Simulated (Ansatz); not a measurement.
# The false plateau in GW convergence: SiC (F-43m)

Can the band sum of G0W0 be converged at a fixed screening cutoff? A test on SiC (F-43m).

Program: Ansatz 0.2.0. Level of theory: G0W0 on PBE, plane waves, PAW; PAW set soft_1. Results are calculated unless marked as measured.

### Step 1. Set-up

The structure is cubic, space group F-43m (No. 216). The conventional cell has a = 4.358 Å, b = 4.358 Å, c = 4.358 Å, α = 90.00°, β = 90.00°, γ = 90.00°. Nearest to Si lie 4 C at 1.89 Å. Nearest to C lie 4 Si at 1.89 Å. Farther neighbours are not listed.

Coordinates:

```cif
data_structure
_symmetry_space_group_name_H-M 'F-43m'
_symmetry_Int_Tables_number 216
_cell_length_a 4.3580
_cell_length_b 4.3580
_cell_length_c 4.3580
_cell_angle_alpha 90.000
_cell_angle_beta 90.000
_cell_angle_gamma 90.000
_cell_volume 82.77
loop_
_atom_site_label
_atom_site_type_symbol
_atom_site_symmetry_multiplicity
_atom_site_Wyckoff_symbol
_atom_site_fract_x
_atom_site_fract_y
_atom_site_fract_z
_atom_site_occupancy
Si1 Si 4 a 0.00000 0.00000 0.00000 1
C1 C 4 d 0.25000 0.25000 0.75000 1
```

The cell and positions come from the Crystallography Open Database and are kept as given unless a step says otherwise.

### Step 2. 16 empty bands, screening to 50 eV

G0W0 replaces the xc potential by the self-energy, built once from these orbitals. Only a window of levels is corrected, while the sums run over the empty bands that the input names. This step takes PAW set soft_1 files.

File input.yaml:

```yaml
crystal:
  lattice:
    - [0.0, 2.179, 2.179]
    - [2.179, 0.0, 2.179]
    - [2.179, 2.179, 0.0]
  atoms:
    - { symbol: Si, position: [0.0, 0.0, 0.0] }
    - { symbol: C, position: [0.25, 0.25, 0.25] }
kpoints:
  mp_grid: { grid: [6, 6, 6] }
hamiltonian:
  xc: pbe
  pseudopotentials: { kind: paw, azcp: { folder: soft_1 } }
scf:
  occupations: { method: fixed }
gw:
  n_empty_bands: 16
  ecut_chi: 50
  qp_bands: [v2, c2]
  qp_kpoints: band_edges
  screening: { model: contour_deformation }
```

On the command line:

```sh
$ ansatz run input.yaml --threads 3 --pin off --max-ram 92160MiB --backend cuda --events-out ev --progress --plain --runs-dir out --devices 1 --max-vram 13GiB
```

Numbers of over 12 decimals in the logs are rounded to 6 here.

Output:

```text
GPUs: using 1 of 1 available (devices: 1).
Engine: ansatz 0.2.0, x86_64-unknown-linux-gnu
Pseudopotentials: kind: paw
Pseudopotential: Si, paw, valence charge 4, recommended cutoff 420 eV (normal), soft_1/Si.paw.azcp
Pseudopotential: C, paw, valence charge 4, recommended cutoff 420 eV (normal), soft_1/C.paw.azcp
Functional definition: PBE
  parameter kappa = 0.804
  parameter beta = 0.066725
  exchange = pbe_x(kappa = kappa, mu = beta*pi^2/3)
  correlation = pbe_c(beta = beta)
device memory: the entry about to start is reckoned to put 0.4 GiB on a device that reports 31.3 GiB free (of which the cap on the GPU budget leaves the run 13.0 GiB)
GPU FFT provider: cuFFT
GPU libraries: cuBLAS 13.8.2, cuFFT 12.4.0, cuSOLVER 12.3.4
Crystal: 2 atoms, lattice volume = 20.692 Å³
Basis set: ecut = 420 eV, 411 PW (Γ)
Bands: 8, of which v1, the nominal top of the filled ones, is band 4 counted from 1 (3 counted from 0)
Symmetry: 24 space group operations
Space group: F-43m (ITA 216), of the structure as read, at distance tolerance 2.7e-5 Å
k-points: 16 of 216 (time reversal used)
Non-local potential: Si, projectors of the file, l = 0: 2, l = 1: 2, l = 2: 1
Non-local potential: C, projectors of the file, l = 0: 2, l = 1: 2, l = 2: 1
PAW form: soft (Blöchl's): semilocal exchange-correlation on the pseudo side does not see the compensation charge
PAW one-centre angular grid: Si, 110 points (default); XC on 64 Gauss nodes
PAW one-centre angular grid: C, 110 points (default); XC on 64 Gauss nodes
Initial density: superposition of atomic densities (chi_scale 0.1, normalization cell, long waves kept (reshape's long-wave potential 0.00 eV rms))
Initial wavefunctions: pseudopotential atomic-orbital guess
GPU buffer pool allocated for 13824 grid points (all kernels)
GPU transforms: local potential and band sums: pruned to the plane-wave sphere, on 24×24×24
Functional: x = pbe(κ = 0.804, μ = 0.219515), c = pbe(β = 0.066725)
SCF iter   1: F=—  HF=-888.653364 eV  |F-HF|=—  |Δ(HF+E_count)|=         —  Δρ=1.38e-1  dr2=4.86e0  ethr=3.10e-3  ⟨swp⟩=4.4  Hψ=888  notcnv=0  defer=13
preconditioner: auto → none  [insulator: Δε(μ)=3.270 eV  Ē_g=14.741 eV  n_scr=0 (ndim 8)  ℏωp=23.1 eV  f_vac=0.000  ε∞_Penn≈3.5]
SCF iter   2: F=—  HF=-887.227182 eV  |F-HF|=—  |Δ(HF+E_count)|=    1.43e0  Δρ=4.96e-2  dr2=3.17e-1  ethr=3.10e-3  ⟨swp⟩=3.1  Hψ=411  notcnv=0  defer=27
SCF iter   3: F=—  HF=-887.151105 eV  |F-HF|=—  |Δ(HF+E_count)|=   7.61e-2  Δρ=1.99e-2  dr2=4.25e-2  ethr=3.10e-3  ⟨swp⟩=2.2  Hψ=296  notcnv=0  defer=29
SCF iter   4: F=—  HF=-887.149012 eV  |F-HF|=—  |Δ(HF+E_count)|=   2.09e-3  Δρ=1.37e-3  dr2=2.29e-4  ethr=5.32e-4  ⟨swp⟩=2.0  Hψ=165  notcnv=0  defer=27
SCF iter   5: F=—  HF=-887.149121 eV  |F-HF|=—  |Δ(HF+E_count)|=   1.10e-4  Δρ=2.06e-4  dr2=3.07e-6  ethr=2.86e-6  ⟨swp⟩=2.8  Hψ=222  notcnv=0  defer=27
SCF iter   6: F=—  HF=-887.149127 eV  |F-HF|=—  |Δ(HF+E_count)|=   5.86e-6  Δρ=3.56e-5  dr2=1.42e-7  ethr=1.25e-9  ⟨swp⟩=4.9  Hψ=742  notcnv=0
SCF iter   7: F=-887.149127 eV  HF=-887.149127 eV  |F-HF|=9.14e-10  |Δ(HF+E_count)|=   2.71e-8  Δρ=4.10e-6  dr2=1.75e-9  ethr=1.25e-9  ⟨swp⟩=2.0  Hψ=256  notcnv=0
SCF 1 converged in 7 iterations: F = -887.149127 eV  dr2 = 1.75e-9
[...]
device memory: the entry about to start is reckoned to put 0.4 GiB on a device that reports 31.2 GiB free (of which the cap on the GPU budget leaves the run 13.0 GiB)
NSCF: frozen V_eff on 16 k-points, pencils in batches of 32, up to order 32
[...]
device memory: the entry about to start is reckoned to put 0.4 GiB on a device that reports 31.9 GiB free (of which the cap on the GPU budget leaves the run 13.0 GiB)
NSCF: frozen V_eff on 16 k-points, pencils in batches of 32, up to order 100
G₀W₀ screening: q 1/16
[... further progress lines ...]
device memory: the entry about to start is reckoned to put 0.3 GiB on a device that reports 30.7 GiB free (of which the cap on the GPU budget leaves the run 13.0 GiB)
NSCF: frozen V_eff on 1 k-points
device memory: the entry about to start is reckoned to put 0.3 GiB on a device that reports 30.7 GiB free (of which the cap on the GPU budget leaves the run 13.0 GiB)
NSCF: frozen V_eff on 1 k-points
SCF converged after 7 iterations
Free energy (F): -887.149127 eV
Harris-Foulkes:  -887.149127 eV  (|F-HF|=9.14e-10)
Internal energy: -887.149127 eV  (E = F + TS)
E sigma→0 (E₀):  -887.149127 eV
Fermi energy:    9.489145 eV
--- Per-component energies (eV) ---
  E_band       = 28.735875
  E_kinetic    = 133.424772
  E_local      = -95.486090  (includes V_loc(G=0)·N_el)
  E_nonlocal   = 45.139857
  E_hartree    = 31.872574
  E_xc         = -105.669112
  E_vxc        = -108.696595  (∫ρ·V_xc dr)
  E_paw        = -611.647398  (= ΣΔE_a)
  E_vpaw       = -9.391346  (= ΣTr[D̂ρ^β])
  E_aug_tail   = 0.000051  (compensation charges beyond the density's cutoff)
  E_ewald      = -284.783780
  E_smearing   = -0.000000  (= −TS)
  E_closure    = 0.000000  (closes the sum)
  Σ components = -887.149127   (vs F -887.149127, Δ=0.00e0)
--- Band table (eV; the first three rows and the last of 16) ---
  k-point 0: bands = ["-5.9221", "9.4891", "9.4891", "9.4891", "15.6930", "16.7886", "16.7886", "16.7886"]
  k-point 1: bands = ["-5.3830", "7.1159", "9.1585", "9.1585", "15.8151", "17.3056", "17.3056", "17.8244"]
  k-point 2: bands = ["-3.8563", "3.3083", "8.6431", "8.6431", "15.1622", "17.1257", "17.1257", "19.3876"]
  k-point 15: bands = ["-0.7324", "2.1931", "4.9772", "5.1011", "13.4777", "16.5775", "20.3024", "21.6860"]
--- G₀W₀: contour deformation, 6 samples at zero and on the imaginary axis and 2 off it, 216 q-points, 16 empty bands' worth ---
  eigenvalues of the whole cell's RPA ε∞ on this k-mesh (on a slab, of 1 + 4πα/V) = 7.3653, 7.3653, 7.3653; static W/v taken at q = 0 is 0.135771
  bands read: the sum over 20 bands ends inside a degenerate multiplet in 2 slots, whose members it reads at an even weight; the widest, k=0: bands 19 to 21 (counted from 1) at 2/3 each
  gw.qp_kpoints: band_edges: 9 of 16 stored k-points solved, in 1 pass; an edge of the gap read off the rows below is read off those points alone
    valence top: of the k-points left out ik 7 came nearest to being solved in a further pass, in band 4 (counted from 1, as in the quasiparticle table): it holds the edge there only if its correction is more favourable than any solved in that band by at least 1.154 eV; those differ by 0.415 eV
    conduction bottom: of the k-points left out ik 10 came nearest to being solved in a further pass, in band 5 (counted from 1, as in the quasiparticle table): it holds the edge there only if its correction is more favourable than any solved in that band by at least 1.371 eV; those differ by 0.570 eV
    ik  band        ε_KS         Σx   Σc(E_QP)       V_xc       Z   E_QP_lin       E_QP  E_QP is
     0     3      9.4891   -18.3527     2.8444   -15.7344  0.7994     9.7149     9.7153  root
     0     4      9.4891   -18.3527     2.8444   -15.7344  0.7994     9.7149     9.7153  root
     0     5     15.6930    -9.6381    -4.7049   -15.4326  0.7924    16.7955    16.7825  root
     0     6     16.7886    -8.1316    -4.5867   -13.9299  0.8045    18.0148    18.0003  root
     1     3      9.1585   -18.3804     2.8993   -15.6576  0.7979     9.3348     9.3350  root
     1     4      9.1585   -18.3804     2.8993   -15.6576  0.7979     9.3348     9.3350  root
     1     5     15.8151    -8.8643    -4.5475   -14.5193  0.8016    16.9335    16.9225  root
     1     6     17.3056    -7.9376    -4.7531   -13.9387  0.7994    18.5711    18.5536  root
     2     3      8.6431   -18.5327     3.0336   -15.6046  0.7951     8.7485     8.7486  root
     2     4      8.6431   -18.5327     3.0336   -15.6046  0.7951     8.7485     8.7486  root
     2     5     15.1622    -9.0166    -4.3549   -14.4678  0.8085    16.2689    16.2584  root
     2     6     17.1257    -7.0834    -4.7100   -12.9673  0.8024    18.3142    18.2995  root
     3     3      8.4336   -18.6240     3.0986   -15.6053  0.7938     8.5136     8.5136  root
     3     4      8.4336   -18.6240     3.0986   -15.6053  0.7938     8.5136     8.5136  root
[...]
9     6     14.6995    -7.2274    -4.1144   -12.3295  0.8215    15.6946    15.6872  root
    12     3      6.2963   -18.5762     3.6035   -14.7839  0.7770     6.1070     6.1074  root
    12     4      6.2963   -18.5762     3.6035   -14.7839  0.7770     6.1070     6.1074  root
    12     5     10.8430    -7.1456    -3.5548   -11.3561  0.8226    11.5012    11.4988  root
    12     6     13.8105    -7.4546    -3.9544   -12.3389  0.8252    14.7462    14.7404  root
```

Run time: 10 s. Hardware: 1 × NVIDIA H100 80GB HBM3 (shared by 6 runs) with 3 threads of AMD EPYC 7R13 (Zen 3), shared host; peak memory 0.95 GiB.

Reading the cycles: dr2 is the Hartree energy of the density residual (eV), the measure of convergence; HF is the Harris–Foulkes estimate of the energy, which meets the free energy F at convergence.

Numbers from this step:

* bands summed: 20
* RPA ε∞ on this mesh (eigenvalues): 7.365, 7.365, 7.365
* plane waves in the screening matrix: 15
* q-points in the mesh: 216
* G0W0 gap on the mesh: 1.783 eV
* k of the valence top: 0, 0, 0
* k of the conduction bottom: 0, -0.5, -0.5
* starting gap on the mesh: 1.354 eV
* Z at the valence top: 0.7994
* Z at the conduction bottom: 0.8226
* least direct G0W0 gap on the computed points: 5.391 eV

The gap on the mesh goes from 1.35 eV to 1.78 eV, a correction of +0.43 eV. Between the two edge states, bare exchange in place of the xc potential would open the gap by 6.83 eV, and correlation takes back 6.40 eV.

### Step 3. 86 empty bands, screening to 50 eV

Edit input.yaml of step 2 so:

```diff
@@ -16,3 +16,3 @@
 gw:
-  n_empty_bands: 16
+  n_empty_bands: 86
   ecut_chi: 50
```

Output:

```text
GPUs: using 1 of 1 available (devices: 1).
[...]
GPU FFT provider: cuFFT
GPU libraries: cuBLAS 13.8.2, cuFFT 12.4.0, cuSOLVER 12.3.4
Crystal: 2 atoms, lattice volume = 20.692 Å³
Basis set: ecut = 420 eV, 411 PW (Γ)
Bands: 8, of which v1, the nominal top of the filled ones, is band 4 counted from 1 (3 counted from 0)
Symmetry: 24 space group operations
[...]
k-points: 16 of 216 (time reversal used)
[...]
1     6     17.3056    -7.9376    -5.1750   -13.9387  0.7958    18.1384    18.1318  root
[...]
12     3      6.2963   -18.5762     3.3545   -14.7839  0.7758     5.8563     5.8585  root
    12     4      6.2963   -18.5762     3.3545   -14.7839  0.7758     5.8563     5.8585  root
    12     5     10.8430    -7.1456    -3.8972   -11.3561  0.8203    11.1569    11.1564  root
    12     6     13.8105    -7.4546    -4.3395   -12.3389  0.8223    14.3572    14.3552  root
[key lines of the parts left out:]
SCF converged after 7 iterations
Free energy (F): -887.149127 eV
Fermi energy:    9.489145 eV
```

Wall time 11 s (1 × NVIDIA H100 80GB HBM3 (shared by 6 runs) with 3 threads); peak memory 1 GiB; 9.1 s of CPU time.

Numbers from this step:

| Quantity | Value |
| --- | --- |
| bands summed | 90 |
| RPA ε∞ on this mesh (eigenvalues) | 7.375, 7.375, 7.375 |
| plane waves in the screening matrix | 15 |
| G0W0 gap on the mesh | 1.766 eV |
| k of the valence top | 0, 0, 0 |
| k of the conduction bottom | 0, -0.5, -0.5 |
| starting gap on the mesh | 1.354 eV |
| least direct G0W0 gap on the computed points | 5.298 eV |

Against the run with 6×6×6 mesh, 16 empty bands, screening to 50 eV, PAW set soft_1 files, the gap moves by −0.018 eV.

### Step 4. 46 empty bands, screening to 100 eV

Another rung: the empty bands reach about as high as the screening cutoff, so the two stay in balance.

Edit input.yaml of step 3 so:

```diff
@@ -16,4 +16,4 @@
 gw:
-  n_empty_bands: 86
-  ecut_chi: 50
+  n_empty_bands: 46
+  ecut_chi: 100
   qp_bands: [v2, c2]
```

Output:

```text
GPUs: using 1 of 1 available (devices: 1).
[...]
GPU FFT provider: cuFFT
GPU libraries: cuBLAS 13.8.2, cuFFT 12.4.0, cuSOLVER 12.3.4
Crystal: 2 atoms, lattice volume = 20.692 Å³
Basis set: ecut = 420 eV, 411 PW (Γ)
Bands: 8, of which v1, the nominal top of the filled ones, is band 4 counted from 1 (3 counted from 0)
Symmetry: 24 space group operations
[...]
k-points: 16 of 216 (time reversal used)
[...]
1     6     17.3056    -7.9376    -5.2435   -13.9387  0.7925    18.0691    18.0633  root
[...]
12     3      6.2963   -18.5762     3.1538   -14.7839  0.7718     5.6528     5.6578  root
    12     4      6.2963   -18.5762     3.1538   -14.7839  0.7718     5.6528     5.6578  root
    12     5     10.8430    -7.1456    -3.8837   -11.3561  0.8184    11.1705    11.1699  root
    12     6     13.8105    -7.4546    -4.3633   -12.3389  0.8207    14.3332    14.3315  root
[key lines of the parts left out:]
SCF converged after 7 iterations
Free energy (F): -887.149127 eV
Fermi energy:    9.489145 eV
```

It took 13 s on 1 × NVIDIA H100 80GB HBM3 (shared by 6 runs) with 3 threads; peak memory 0.97 GiB.

The G0W0 gap on the mesh is 2.038 eV.

### Step 5. 244 empty bands, screening to 100 eV

Edit input.yaml of step 4 so:

```diff
@@ -16,3 +16,3 @@
 gw:
-  n_empty_bands: 46
+  n_empty_bands: 244
   ecut_chi: 100
```

Output:

```text
GPUs: using 1 of 1 available (devices: 1).
[...]
GPU FFT provider: cuFFT
GPU libraries: cuBLAS 13.8.2, cuFFT 12.4.0, cuSOLVER 12.3.4
Crystal: 2 atoms, lattice volume = 20.692 Å³
Basis set: ecut = 420 eV, 411 PW (Γ)
Bands: 8, of which v1, the nominal top of the filled ones, is band 4 counted from 1 (3 counted from 0)
Symmetry: 24 space group operations
[...]
k-points: 16 of 216 (time reversal used)
[...]
1     6     17.3056    -7.9376    -5.4018   -13.9387  0.7916    17.9084    17.9049  root
[...]
12     3      6.2963   -18.5762     3.0230   -14.7839  0.7713     5.5197     5.5270  root
    12     4      6.2963   -18.5762     3.0230   -14.7839  0.7713     5.5197     5.5270  root
    12     5     10.8430    -7.1456    -4.0081   -11.3561  0.8180    11.0457    11.0454  root
    12     6     13.8105    -7.4546    -4.5071   -12.3389  0.8201    14.1886    14.1876  root
[key lines of the parts left out:]
SCF converged after 7 iterations
Free energy (F): -887.149127 eV
Fermi energy:    9.489145 eV
```

Run time: 15 s. Hardware: 1 × NVIDIA H100 80GB HBM3 (shared by 6 runs) with 3 threads; peak memory 1 GiB.

The G0W0 gap on the mesh is 2.083 eV.

### Step 6. 16 empty bands, screening to 150 eV

Edit input.yaml of step 5 so:

```diff
@@ -16,4 +16,4 @@
 gw:
-  n_empty_bands: 244
-  ecut_chi: 100
+  n_empty_bands: 16
+  ecut_chi: 150
   qp_bands: [v2, c2]
```

Output:

```text
GPUs: using 1 of 1 available (devices: 1).
[...]
GPU FFT provider: cuFFT
GPU libraries: cuBLAS 13.8.2, cuFFT 12.4.0, cuSOLVER 12.3.4
Crystal: 2 atoms, lattice volume = 20.692 Å³
Basis set: ecut = 420 eV, 411 PW (Γ)
Bands: 8, of which v1, the nominal top of the filled ones, is band 4 counted from 1 (3 counted from 0)
Symmetry: 24 space group operations
[...]
k-points: 16 of 216 (time reversal used)
[...]
1     6     17.3056    -7.9376    -4.7822   -13.9387  0.7967    18.5414    18.5245  root
[...]
12     3      6.2963   -18.5762     3.5035   -14.7839  0.7725     6.0064     6.0074  root
    12     4      6.2963   -18.5762     3.5035   -14.7839  0.7725     6.0064     6.0074  root
    12     5     10.8430    -7.1456    -3.5113   -11.3561  0.8208    11.5451    11.5423  root
    12     6     13.8105    -7.4546    -3.9404   -12.3389  0.8241    14.7603    14.7543  root
[key lines of the parts left out:]
SCF converged after 7 iterations
Free energy (F): -887.149127 eV
Fermi energy:    9.489145 eV
```

Run time: 8.1 s. Hardware: 1 × NVIDIA H100 80GB HBM3 (shared by 6 runs) with 3 threads; peak memory 0.97 GiB; 7.1 s of CPU time.

The G0W0 gap on the mesh is 1.989 eV.

### Step 7. 86 empty bands, screening to 150 eV

Edit input.yaml of step 6 so:

```diff
@@ -16,3 +16,3 @@
 gw:
-  n_empty_bands: 16
+  n_empty_bands: 86
   ecut_chi: 150
```

Output:

```text
GPUs: using 1 of 1 available (devices: 1).
[...]
GPU FFT provider: cuFFT
GPU libraries: cuBLAS 13.8.2, cuFFT 12.4.0, cuSOLVER 12.3.4
Crystal: 2 atoms, lattice volume = 20.692 Å³
Basis set: ecut = 420 eV, 411 PW (Γ)
Bands: 8, of which v1, the nominal top of the filled ones, is band 4 counted from 1 (3 counted from 0)
Symmetry: 24 space group operations
[...]
k-points: 16 of 216 (time reversal used)
[...]
1     6     17.3056    -7.9376    -5.3941   -13.9387  0.7916    17.9162    17.9127  root
[...]
12     3      6.2963   -18.5762     2.9621   -14.7839  0.7698     5.4578     5.4661  root
    12     4      6.2963   -18.5762     2.9621   -14.7839  0.7698     5.4578     5.4661  root
    12     5     10.8430    -7.1456    -4.0013   -11.3561  0.8177    11.0525    11.0522  root
    12     6     13.8105    -7.4546    -4.4920   -12.3389  0.8200    14.2037    14.2028  root
[key lines of the parts left out:]
SCF converged after 7 iterations
Free energy (F): -887.149127 eV
Fermi energy:    9.489145 eV
```

Run time: 6.2 s. Hardware: 1 × NVIDIA H100 80GB HBM3 (shared by 6 runs) with 3 threads; peak memory 1 GiB.

The G0W0 gap on the mesh is 2.176 eV.

(Continued in part 2 of 2.)

[Paths, hosts, dates, memory and timing lines, banners, echoed tables and standing remarks are left out of the program output.]

[Logs are printed without paths, hosts, clocks, repeated set-up lines and the standing remarks that a program may print on its own settings, such as how far it seeks lower states.]

[Runs of the session that timed out or met a known fault of the program may be left out.]

[Cells called generated may have been cut or substituted from an entry of the Crystallography Open Database or the Materials Project.]

[Hosts, paths, dates, database ids (printed as entryN), source tags and the programs' standing remarks are cut or masked in the printed files.]
